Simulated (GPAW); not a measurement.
# How KTaO3 absorbs and reflects light

Aim: the dielectric function of KTaO3, and the optical constants that follow from it.

Main program and level: GPAW 26.7.0; DFT, LDA, plane-wave PAW (GPAW data sets), scalar-relativistic, RPA, optical limit.

## 1. Set-up

Symmetry: Pm-3m, No. 221, cubic system. Conventional cell: a = 3.988 Å, b = 3.988 Å, c = 3.988 Å, α = 90.00°, β = 90.00°, γ = 90.00°. Nearest to Ta lie 6 O at 1.99 Å. Nearest to K lie 12 O at 2.82 Å. O has 2 Ta at 1.99 Å and 4 K at 2.82 Å nearest. Farther neighbours and most contacts between anions are not listed.

## 2. Ground state

First the ground state: is it a metal or has it a gap?

This step: DFT, LDA, plane-wave PAW (GPAW data sets), scalar-relativistic, ground state (GPAW 26.7.0).

Input file gs.py:

```python
from ase import Atoms
from ase.dft.bandgap import bandgap
from gpaw import GPAW, PW, FermiDirac

atoms = Atoms(['Ta', 'K', 'O', 'O', 'O'],
              cell=[[3.988300000000, 0.000000000000, 0.000000000000],
                    [0.000000000000, 3.988300000000, 0.000000000000],
                    [0.000000000000, 0.000000000000, 3.988300000000]],
              scaled_positions=[[0.000000000000, 0.000000000000, 0.000000000000],
                                [0.500000000000, 0.500000000000, 0.500000000000],
                                [0.000000000000, 0.000000000000, 0.500000000000],
                                [0.000000000000, 0.500000000000, 0.000000000000],
                                [0.500000000000, 0.000000000000, 0.000000000000]],
              pbc=[True, True, True])
atoms.calc = GPAW(mode=PW(500), xc='LDA', kpts={'size': (6, 6, 6), 'gamma': True},
                  occupations=FermiDirac(0.05), maxiter=150, txt='gs.txt')
print('energy (eV)', atoms.get_potential_energy())
print('Fermi level (eV)', atoms.calc.get_fermi_level())
print('valence electrons', atoms.calc.get_number_of_electrons())
print('gap (eV)', bandgap(atoms.calc, output=None)[0])
print('direct gap (eV)', bandgap(atoms.calc, direct=True, output=None)[0])
atoms.calc.write('gs.gpw')
```

Launch:

```sh
$ OMP_NUM_THREADS=1 python gs.py
```

Input file nscf.py:

```python
from ase.dft.bandgap import bandgap
from gpaw import GPAW, FermiDirac

calc = GPAW('gs.gpw').fixed_density(kpts={'size': (8, 8, 8), 'gamma': True}, nbands=49, convergence={'bands': 43},
                                    occupations=FermiDirac(0.001), txt='nscf.txt')
print('gap (eV)', bandgap(calc, output=None)[0])
print('direct gap (eV)', bandgap(calc, direct=True, output=None)[0])
print('top band over the Fermi level (eV)', min(calc.get_eigenvalues(kpt=k)[42] for k in range(len(calc.get_ibz_k_points()))) - calc.get_fermi_level())
calc.write('full.gpw', mode='all')
```

Input file df.py:

```python
from gpaw.response.df import DielectricFunction

df = DielectricFunction('full.gpw', frequencies={'type': 'nonlinear', 'domega0': 0.03, 'omega2': 8},
                        ecut=30,
                        eta=0.15,
                        nbands=43,
                        txt='df.txt')
for direction in ['x']:
    df.get_dielectric_function(xc='RPA', direction=direction, filename=f'df_{direction}.csv')
```

Q: Predict the electronic dielectric constant ε∞, mean over x, y and z (RPA); and main peak of Im epsilon, first axis.

At this level (LDA, RPA) KTaO3 has ε∞ = 4.99 and n = 2.25 at 1550 nm, and Im ε peaks at 5.0 eV. On the mesh the gap is 2.03 eV and the least direct gap 2.68 eV, so on this mesh the band edges lie at different points. Local fields change the static value along x from 5.10 to 4.99 (-2 %).

| Item | Value |
| --- | --- |
| electronic dielectric constant ε∞, mean over x, y and z (by symmetry where fewer were run) (RPA) | 4.99 |
| main peak of Im epsilon, first axis | 5.02 eV |

Distinct maxima of Im ε, read by a parabola through the highest points, lie at 3.84 eV (6.1), 5.02 eV (6.7), 5.90 eV (6.1) and 10.39 eV (4.7). Excitons and phonon-assisted transitions are missing; LDA gaps are as a rule too small, which pulls the onset down and ε∞ up. Spin-orbit coupling is left out although heavy atoms are present. The sum runs over mesh points, so small or evenly spaced maxima can still be ripples of the mesh. In this version of GPAW the matrix elements of the optical limit are incomplete, which can lower ε − 1 by up to a tenth where first-row anions or d states rule, and shift it by more in d metals.

[Machine, clock and banner lines and Python warnings are left out of the logs.]

[Logs are printed without paths, hosts, clocks, repeated set-up lines and the standing remarks that a program may print on its own settings, such as how far it seeks lower states.]

[Hosts, paths, dates, database ids (printed as entryN), source tags and the programs' standing remarks are cut or masked in the printed files.]
